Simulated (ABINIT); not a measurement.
# CsPbCl3 (Pm-3m): a self-consistent loop beyond G0W0, cycle by cycle

How far does self-consistency move the gap of CsPbCl3 (Pm-3m)?

Main program and level: ABINIT 10.8.3; PBEsol and many-body steps on it, plane waves.

**1. Set-up**

The structure is cubic, space group Pm-3m (No. 221). Conventional cell: a = 5.605 Å, b = 5.605 Å, c = 5.605 Å, α = 90.00°, β = 90.00°, γ = 90.00°. Nearest to Cs lie 12 Cl at 3.96 Å. Pb has 6 Cl at 2.80 Å nearest. Nearest to Cl lie 2 Pb at 2.80 Å and 4 Cs at 3.96 Å. Farther neighbours and most contacts between anions are not listed.

Coordinates:

```cif
data_structure
_symmetry_space_group_name_H-M 'P 1'
_symmetry_Int_Tables_number 1
_cell_length_a 5.6050
_cell_length_b 5.6050
_cell_length_c 5.6050
_cell_angle_alpha 90.000
_cell_angle_beta 90.000
_cell_angle_gamma 90.000
_cell_volume 176.09
loop_
_atom_site_label
_atom_site_type_symbol
_atom_site_fract_x
_atom_site_fract_y
_atom_site_fract_z
_atom_site_occupancy
Cs1 Cs 0.00000 0.00000 0.00000 1
Pb2 Pb 0.50000 0.50000 0.50000 1
Cl3 Cl 0.50000 0.50000 0.00000 1
Cl4 Cl 0.00000 0.50000 0.50000 1
Cl5 Cl 0.50000 0.00000 0.50000 1
```

The cell and positions come from the Crystallography Open Database and are kept as given unless a step says otherwise. Spin-orbit coupling is left out unless a step names it.

**2. Empty states on the mesh, 2×2×2 mesh, 156 bands**

This step: ABINIT 10.8.3; DFT, PBEsol, plane waves, norm-conserving pseudopotentials.

The sums over transitions need many empty states on a uniform mesh; this step solves for them.

run.abi

```
acell 3*1.0 Angstrom
rprim 
  5.605000000000 0.000000000000 0.000000000000
  0.000000000000 5.605000000000 0.000000000000
  0.000000000000 0.000000000000 5.605000000000
ntypat 3
znucl 55 82 17
natom 5
typat 1 2 3 3 3
xred 
  0.000000000000 0.000000000000 0.000000000000
  0.500000000000 0.500000000000 0.500000000000
  0.500000000000 0.500000000000 0.000000000000
  0.000000000000 0.500000000000 0.500000000000
  0.500000000000 0.000000000000 0.500000000000
pp_dirpath "pseudos"
pseudos "Cs.upf, Pb.upf, Cl.upf"
ecut 32
ngkpt 2 2 2
nshiftk 1
shiftk 0 0 0
kptopt 1
chksymbreak 0
iscf -2
irdden 1
istwfk *1
nband 156
nbdbuf 14
tolwfr 1e-09
nstep 60
prtvol 0
indata_prefix "in"
outdata_prefix "out"
tmpdata_prefix "tmp"
```

Command:

```sh
> OMP_NUM_THREADS=1 mpirun -n 8 abinit run.abi > log
```

Numbers of over 12 decimals in the logs are rounded to 6 here.

Log:

```text
.Version 10.8.3 of ABINIT. v10.8.2 released Aug 2026.

 Symmetries : space group Pm -3 m (#221); Bravais cP (primitive cubic)
[... echo of the input left out ...]
== DATASET  1 ==================================================================
-   mpi_nproc: 8, omp_nthreads: 1 (-1 if OMP is not activated)
-    --> not optimal distribution: autoparal keyword recommended in input file <--

--- !DatasetInfo
iteration_state: {dtset: 1, }
dimensions: {natom: 5, nkpt: 4, mband: 156, nsppol: 1, nspinor: 1, nspden: 1, mpw: 10280, }
cutoff_energies: {ecut:  32.0, pawecutdg:  -1.0, }
[...]
1.46287    1.47910    1.47910    1.47915    1.47915    1.47915    1.51193    1.51193
   1.53380    1.53380    1.55821    1.56504    1.56504    1.56504    1.60519    1.60535
   1.60562    1.63123    1.63346    1.63538
 prteigrs : prtvol=0 or 1, do not print more k-points.

== END DATASET(S) ==============================================================
================================================================================

 -outvars: echo values of variables after computation  --------
            nband         156
             nkpt           4
          spgroup         221
 [... the other variables as echoed above ...]

 Calculation completed.
```

Run time: 61 s. Hardware: 8 MPI ranks of Arm Neoverse V2, shared host; peak memory 0.75 GiB; 8.1 min of CPU time.

This step gave:

| Item | Value |
| --- | --- |
| gap | 1.798 eV |
| k of the valence top | 0.5, 0.5, 0.5 |
| k of the conduction bottom | 0.5, 0.5, 0.5 |
| least direct gap | 1.798 eV |
| k points computed | 4 |
| lowest point of the top converged band, above the valence top | 37.35 eV |

On this mesh the gap is 1.798 eV.

The density comes from a self-consistent run that is not shown.

**3. Screening, 2×2×2 mesh, 142 bands, screening to 106.1 eV**

The RPA dielectric matrix is built and inverted for each q.

This step: RPA screening on PBEsol, plane waves, norm-conserving pseudopotentials.

Edit run.abi of step 2 so:

```diff
@@ -23,10 +23,11 @@
 chksymbreak 0
-iscf -2
-irdden 1
 istwfk *1
-nband 156
-nbdbuf 14
-tolwfr 1e-09
-nstep 60
-prtvol 0
+occopt 1
+irdwfk 1
+optdriver 3
+nband 142
+ecuteps 3.9
+inclvkb 2
+awtr 1
+symchi 1
 indata_prefix "in"
```

Log:

```text
.Version 10.8.3 of ABINIT. v10.8.2 released Aug 2026.

 Symmetries : space group Pm -3 m (#221); Bravais cP (primitive cubic)
[... echo of the input left out ...]
== DATASET  1 ==================================================================
-   mpi_nproc: 8, omp_nthreads: 1 (-1 if OMP is not activated)

--- !DatasetInfo
iteration_state: {dtset: 1, }
dimensions: {natom: 5, nkpt: 4, mband: 142, nsppol: 1, nspinor: 1, nspden: 1, mpw: 10280, }
cutoff_energies: {ecut:  32.0, pawecutdg:  -1.0, }
electrons: {nelect:   5.20000000E+01, charge:   0.00000000E+00, occopt:   1.00000000E+00, tsmear:   1.00000000E-02, }

 SCREENING: Calculation of the susceptibility and dielectric matrices

 Based on a program developped by R.W. Godby, V. Olevano, G. Onida, and L. Reining.
 Incorporated in ABINIT by V. Olevano, G.-M. Rignanese, and M. Torrent.
.Using double precision arithmetic ; gwpc =  8

[... cell and pseudopotentials left out ...]
--------------------------------------------------------------------------------

 ==== K-mesh for the wavefunctions ====
 Number of points in the irreducible wedge :     4
[... list of points left out ...]
 Together with 48 symmetry operations and time-reversal symmetry
 yields     8 points in the full Brillouin Zone.

 ==== Q-mesh for the screening function ====
 Number of points in the irreducible wedge :     4
[... list of points left out ...]
 Together with 48 symmetry operations and time-reversal symmetry
 yields     8 points in the full Brillouin Zone.

 setmesh: FFT mesh size selected  =    40x   40x   40
          total number of points  =        64000

 vcoul_init : cutoff-mode = AUXILIARY_FUNCTION
 q-points for optical limit:   1
     1)      0.000010    0.000020    0.000030

- screening: taking advantage of time-reversal symmetry
- Maximum band index for partially occupied states nbvw = 26
- Remaining bands to be divided among processors   nbcw = 116
- Number of bands treated by each node ~14

 Number of electrons calculated from density =   52.0000; Expected =   52.0000
 average of density, n =  0.043760
 r_s =    1.7604
 omega_plasma =   20.1788 [eV]

 calculating chi0 at frequencies [eV] :
  1    0.000000E+00    0.000000E+00
  2    0.000000E+00    2.017881E+01

--------------------------------------------------------------------------------
  q-point number  1        q = ( 0.000000, 0.000000, 0.000000) [r.l.u.]
--------------------------------------------------------------------------------
[... chi0 elements left out ...]
 For q-point:  0.000010 0.000020 0.000030
  dielectric constant =   8.0233
  dielectric constant without local fields =   9.1127

  Average fulfillment of the sum rule on Im[epsilon] for q-point    1 :     58.72  [%]
[... wings left out ...]
  q-point number  2        q = ( 0.500000, 0.000000, 0.000000) [r.l.u.]
--------------------------------------------------------------------------------
[... chi0 elements left out ...]
  Average fulfillment of the sum rule on Im[epsilon] for q-point    2 :     66.22  [%]

 [... 2 further q-points ...]
```

Run time: 29 s. Hardware: 8 MPI ranks; peak memory 3 GiB.

This step gave:

| Item | Value |
| --- | --- |
| ε∞ with local fields, on this mesh, along the program's q direction | 8.023 |
| the same without local fields | 9.113 |
| plasma frequency | 20.18 eV |
| plane waves in the screening matrix | 461 |

Local fields lower ε∞ by 12 %. On a Γ-centred mesh this coarse the value itself is usually too large, while a short band sum pulls it down.

**4. G0W0**

The self-energy is evaluated for the states that the input lists, and the levels follow from it, in one-shot runs by the linearised quasiparticle equation.

This step: G0W0 on PBEsol, plane waves, norm-conserving pseudopotentials.

Edit run.abi of step 3 so:

```diff
@@ -26,8 +26,17 @@
 irdwfk 1
-optdriver 3
+optdriver 4
 nband 142
+gwcalctyp 0
+ecutsigx 32
+symsigma 1
+nkptgw 2
+kptgw 
+  0.5000000000 0.5000000000 0.5000000000
+  0.0000000000 0.0000000000 0.0000000000
+bdgw 
+  23 29
+  24 29
 ecuteps 3.9
-inclvkb 2
-awtr 1
-symchi 1
+irdscr 1
+ppmodel 1
 indata_prefix "in"
```

Log:

```text
.Version 10.8.3 of ABINIT. v10.8.2 released Aug 2026.

 Symmetries : space group Pm -3 m (#221); Bravais cP (primitive cubic)
[... echo of the input left out ...]
== DATASET  1 ==================================================================
-   mpi_nproc: 8, omp_nthreads: 1 (-1 if OMP is not activated)

--- !DatasetInfo
iteration_state: {dtset: 1, }
dimensions: {natom: 5, nkpt: 4, mband: 142, nsppol: 1, nspinor: 1, nspden: 1, mpw: 10280, }
cutoff_energies: {ecut:  32.0, pawecutdg:  -1.0, }
electrons: {nelect:   5.20000000E+01, charge:   0.00000000E+00, occopt:   1.00000000E+00, tsmear:   1.00000000E-02, }

 SIGMA: Calculation of the GW corrections

 Based on a program developped by R.W. Godby, V. Olevano, G. Onida, and L. Reining.
 Incorporated in ABINIT by V. Olevano, G.-M. Rignanese, and M. Torrent.
.Using double precision arithmetic ; gwpc =  8

[... cell and pseudopotentials left out ...]
--------------------------------------------------------------------------------

 ==== K-mesh for the wavefunctions ====
 Number of points in the irreducible wedge :     4
[... list of points left out ...]
 Together with 48 symmetry operations and time-reversal symmetry
 yields     8 points in the full Brillouin Zone.

 ==== Q-mesh for screening function ====
 Number of points in the irreducible wedge :     4
[... list of points left out ...]
 Together with 48 symmetry operations and time-reversal symmetry
 yields     8 points in the full Brillouin Zone.

 vcoul_init : cutoff-mode = AUXILIARY_FUNCTION
 q-points for optical limit:   1
     1)      0.000010    0.000020    0.000030
 setmesh: FFT mesh size selected  =    54x   54x   54
          total number of points  =       157464

 Number of electrons calculated from density =   52.0000; Expected =   52.0000
 average of density, n =  0.043760
 r_s =    1.7604
 omega_plasma =   20.1788 [eV]

 === KS Band Gaps ===
  >>>> For spin  1
   Minimum direct gap =   1.7985 [eV], located at k-point      :   0.5000  0.5000  0.5000
   Fundamental gap    =   1.7985 [eV], Top of valence bands at :   0.5000  0.5000  0.5000
                                       Bottom of conduction at :   0.5000  0.5000  0.5000
 SIGMA fundamental parameters:
 PLASMON POLE MODEL  1
 number of plane-waves for SigmaX                10251
 number of plane-waves for SigmaC and W            461
 number of plane-waves for wavefunctions         10251
 number of bands                                   142
 number of independent spin polarizations            1
 number of spinorial components                      1
 number of k-points in IBZ                           4
 number of q-points in IBZ                           4
 number of symmetry operations                      48
 number of k-points in BZ                            8
 number of q-points in BZ                            8
 number of frequencies for dSigma/dE                 9
 frequency step for dSigma/dE [eV]                0.25
 number of omega for Sigma on real axis              0
 max omega for Sigma on real axis  [eV]           0.00
 zcut for avoiding poles [eV]                     0.10

 EPSILON^-1 parameters (SCR file):
 dimension of the eps^-1 matrix on file            461
 dimension of the eps^-1 matrix used               461
 number of plane-waves for wavefunctions         10251
 number of bands                                   142
 number of q-points in IBZ                           4
 number of frequencies                               2
 number of real frequencies                          1
 number of imag frequencies                          1

 matrix elements of self-energy operator (all in [eV])

 Perturbative Calculation

--- !SelfEnergy_ee
iteration_state: {dtset: 1, }
kpoint     : [   0.500,    0.500,    0.500, ]
spin       : 1
KS_gap     :    1.799
QP_gap     :    3.178
Delta_QP_KS:    1.379
data: !SigmaeeData |
     Band     E0 <VxcDFT>   SigX SigC(E0)      Z dSigC/dE  Sig(E)    E-E0       E
       23   0.521 -14.108 -18.446   3.187   0.774  -0.293 -14.999  -0.891  -0.370
       24   0.521 -14.108 -18.446   3.187   0.774  -0.293 -14.999  -0.891  -0.370
       25   0.521 -14.108 -18.446   3.187   0.774  -0.293 -14.999  -0.891  -0.370
       26   2.718 -15.636 -17.928   1.916   0.794  -0.260 -15.934  -0.298   2.420
       27   4.516 -10.567  -6.312  -2.938   0.821  -0.218  -9.486   1.081   5.597
       28   4.516 -10.567  -6.312  -2.938   0.821  -0.218  -9.486   1.081   5.597
[...]
--- !SelfEnergy_ee
iteration_state: {dtset: 1, }
kpoint     : [   0.000,    0.000,    0.000, ]
spin       : 1
KS_gap     :    5.736
QP_gap     :    7.113
Delta_QP_KS:    1.377
data: !SigmaeeData |
     Band     E0 <VxcDFT>   SigX SigC(E0)      Z dSigC/dE  Sig(E)    E-E0       E
[...]
27   5.927  -6.544  -2.712  -3.241   0.842  -0.188  -6.046   0.498   6.425
       28   6.923  -6.728  -2.854  -3.120   0.842  -0.187  -6.093   0.635   7.559
       29   6.923  -6.728  -2.854  -3.120   0.842  -0.187  -6.093   0.635   7.559

== END DATASET(S) ==============================================================
================================================================================

 -outvars: echo values of variables after computation  --------
           etotal      0.0000000000E+00
            nband         142
             nkpt           4
          spgroup         221
 [... the other variables as echoed above ...]

 Calculation completed.
```

The job ended after 13 s (8 MPI ranks; peak memory 2.3 GiB).

This step gave:

```
G0W0 gap on the points computed              : 3.177 eV
starting gap on the mesh                     : 1.798 eV
k of the valence top                         : 0.5, 0.5, 0.5
k of the conduction bottom                   : 0.5, 0.5, 0.5
Z at the valence top                         : 0.794
Z at the conduction bottom                   : 0.821
least direct G0W0 gap on the computed points : 3.177 eV
```

The gap on the mesh goes from 1.80 eV to 3.18 eV, a correction of +1.38 eV.

**5. evGW0, cycle 1**

This step: evGW0 on PBEsol, plane waves, norm-conserving pseudopotentials.

Edit run.abi of step 4 so:

```diff
@@ -28,12 +28,16 @@
 nband 142
-gwcalctyp 0
+gwcalctyp 10
 ecutsigx 32
 symsigma 1
-nkptgw 2
+nkptgw 4
 kptgw 
+  0.0000000000 0.0000000000 0.0000000000
+  0.5000000000 0.0000000000 0.0000000000
+  0.5000000000 0.5000000000 0.0000000000
   0.5000000000 0.5000000000 0.5000000000
-  0.0000000000 0.0000000000 0.0000000000
 bdgw 
-  23 29
-  24 29
+  14 59
+  14 59
+  14 59
+  14 59
 ecuteps 3.9
```

Log:

```text
.Version 10.8.3 of ABINIT. v10.8.2 released Aug 2026.

 Symmetries : space group Pm -3 m (#221); Bravais cP (primitive cubic)
[... echo of the input left out ...]
== DATASET  1 ==================================================================
-   mpi_nproc: 8, omp_nthreads: 1 (-1 if OMP is not activated)

--- !DatasetInfo
iteration_state: {dtset: 1, }
dimensions: {natom: 5, nkpt: 4, mband: 142, nsppol: 1, nspinor: 1, nspden: 1, mpw: 10280, }
cutoff_energies: {ecut:  32.0, pawecutdg:  -1.0, }
electrons: {nelect:   5.20000000E+01, charge:   0.00000000E+00, occopt:   1.00000000E+00, tsmear:   1.00000000E-02, }

 SIGMA: Calculation of the GW corrections

 Based on a program developped by R.W. Godby, V. Olevano, G. Onida, and L. Reining.
 Incorporated in ABINIT by V. Olevano, G.-M. Rignanese, and M. Torrent.
.Using double precision arithmetic ; gwpc =  8

[... cell and pseudopotentials left out ...]
--------------------------------------------------------------------------------

 ==== K-mesh for the wavefunctions ====
 Number of points in the irreducible wedge :     4
[... list of points left out ...]
 Together with 48 symmetry operations and time-reversal symmetry
 yields     8 points in the full Brillouin Zone.

 ==== Q-mesh for screening function ====
 Number of points in the irreducible wedge :     4
[... list of points left out ...]
 Together with 48 symmetry operations and time-reversal symmetry
 yields     8 points in the full Brillouin Zone.

 vcoul_init : cutoff-mode = AUXILIARY_FUNCTION
 q-points for optical limit:   1
     1)      0.000010    0.000020    0.000030
 setmesh: FFT mesh size selected  =    54x   54x   54
          total number of points  =       157464

 Number of electrons calculated from density =   52.0000; Expected =   52.0000
[...]
--- !SelfEnergy_ee
iteration_state: {dtset: 1, }
kpoint     : [   0.500,    0.500,    0.000, ]
spin       : 1
KS_gap     :    3.220
QP_gap     :    4.804
Delta_QP_KS:    1.584
data: !SigmaeeData |
     Band     E_DFT   <VxcDFT>   E(N-1)  <Hhartree>   SigX  SigC[E(N-1)]    Z     dSigC/dE  Sig[E(N)]  DeltaE  E(N)_pert E(N)_diago
[...]
--- !SelfEnergy_ee
iteration_state: {dtset: 1, }
kpoint     : [   0.500,    0.500,    0.500, ]
spin       : 1
KS_gap     :    1.799
QP_gap     :    3.178
Delta_QP_KS:    1.379
data: !SigmaeeData |
     Band     E_DFT   <VxcDFT>   E(N-1)  <Hhartree>   SigX  SigC[E(N-1)]    Z     dSigC/dE  Sig[E(N)]  DeltaE  E(N)_pert E(N)_diago
[...]
58    17.234   -10.075    17.234    27.309    -4.001    -4.282     0.805    -0.242    -8.632     1.443    18.677    19.050
       59    17.234   -10.075    17.234    27.309    -4.001    -4.282     0.805    -0.242    -8.632     1.443    18.677    19.050

 New Fermi energy :        1.502186E-01 Ha ,    4.087655E+00 eV

 === QP Band Gaps ===
  >>>> For spin  1
   Minimum direct gap =   3.4907 [eV], located at k-point      :   0.5000  0.5000  0.5000
   Fundamental gap    =   3.4907 [eV], Top of valence bands at :   0.5000  0.5000  0.5000
                                       Bottom of conduction at :   0.5000  0.5000  0.5000

 writing QP data on file : out_QPS

 Convergence of QP corrections
 >>>>> For spin  1 <<<<<
.  kptgw no:  1; Maximum DeltaE = (   0.957  -0.003) for band index: 39
.  kptgw no:  2; Maximum DeltaE = (   0.901  -0.000) for band index: 40
.  kptgw no:  3; Maximum DeltaE = (   1.512  -0.000) for band index: 46
.  kptgw no:  4; Maximum DeltaE = (   0.641   0.001) for band index: 38

== END DATASET(S) ==============================================================
================================================================================

 -outvars: echo values of variables after computation  --------
           etotal      0.0000000000E+00
            nband         142
             nkpt           4
          spgroup         221
 [... the other variables as echoed above ...]

 Calculation completed.
```

It took 2.7 min on 8 MPI ranks; peak memory 6.6 GiB.

This step gave:

* quasiparticle gap on the mesh: 3.491 eV
* gap of the density functional on the mesh: 1.798 eV
* k of the valence top: 0.5, 0.5, 0.5
* k of the conduction bottom: 0.5, 0.5, 0.5
* Z at the valence top: 0.794
* Z at the conduction bottom: 0.821
* least direct quasiparticle gap on the computed points: 3.491 eV

Against G0W0 in ABINIT (2×2×2 mesh, 142 bands, screening to 106.1 eV, Godby-Needs plasmon pole), the gap moves by +0.314 eV. This first cycle still uses the starting levels; it takes the full correction, at all points of the mesh, and its linearised value is 3.177 eV.

**6. evGW0, cycle 2**

The corrected levels of the last cycle go back in.

Edit run.abi of step 5 so:

```diff
@@ -45,2 +45,3 @@
 ppmodel 1
+irdqps 1
 indata_prefix "in"
```

Log:

```text
.Version 10.8.3 of ABINIT. v10.8.2 released Aug 2026.

 Symmetries : space group Pm -3 m (#221); Bravais cP (primitive cubic)
[... echo of the input left out ...]
== DATASET  1 ==================================================================
-   mpi_nproc: 8, omp_nthreads: 1 (-1 if OMP is not activated)

--- !DatasetInfo
iteration_state: {dtset: 1, }
dimensions: {natom: 5, nkpt: 4, mband: 142, nsppol: 1, nspinor: 1, nspden: 1, mpw: 10280, }
cutoff_energies: {ecut:  32.0, pawecutdg:  -1.0, }
[...]
.  kptgw no:  2; Maximum DeltaE = (  -0.101   0.004) for band index: 44
.  kptgw no:  3; Maximum DeltaE = (  -0.102  -0.000) for band index: 46
.  kptgw no:  4; Maximum DeltaE = (  -0.030  -0.000) for band index: 44

== END DATASET(S) ==============================================================
================================================================================

 -outvars: echo values of variables after computation  --------
           etotal      0.0000000000E+00
            nband         142
             nkpt           4
          spgroup         221
 [... the other variables as echoed above ...]

 Calculation completed.
```

Run time: 2.7 min. Hardware: 8 MPI ranks; peak memory 6.6 GiB; 22 min of CPU time.

Numbers from this step:

| Quantity | Value |
| --- | --- |
| quasiparticle gap on the mesh | 3.372 eV |
| gap of the density functional on the mesh | 1.798 eV |
| k of the valence top | 0.5, 0.5, 0.5 |
| k of the conduction bottom | 0.5, 0.5, 0.5 |
| least direct quasiparticle gap on the computed points | 3.372 eV |

Against the cycle before, the gap moves by −0.119 eV.

[end of part 1 of 3]

[Paths, hosts, dates, memory and timing lines, banners, echoed tables and standing remarks are left out of the program output.]

[Logs are printed without paths, hosts, clocks, repeated set-up lines and the standing remarks that a program may print on its own settings, such as how far it seeks lower states.]

[Runs of the session that timed out or met a known fault of the program may be left out.]

[Hosts, paths, dates, database ids (printed as entryN), source tags and the programs' standing remarks are cut or masked in the printed files.]

[G0W0 gaps are taken among the corrected bands and points alone; a level outside them can change the order at an edge.]

[Where Ansatz stands beside ABINIT at settings called matched, ABINIT's density can come from a denser mesh and the files from another edition; pairs whose starting gaps differed by over 0.03 eV were left out, so agreement reads better than it is.]
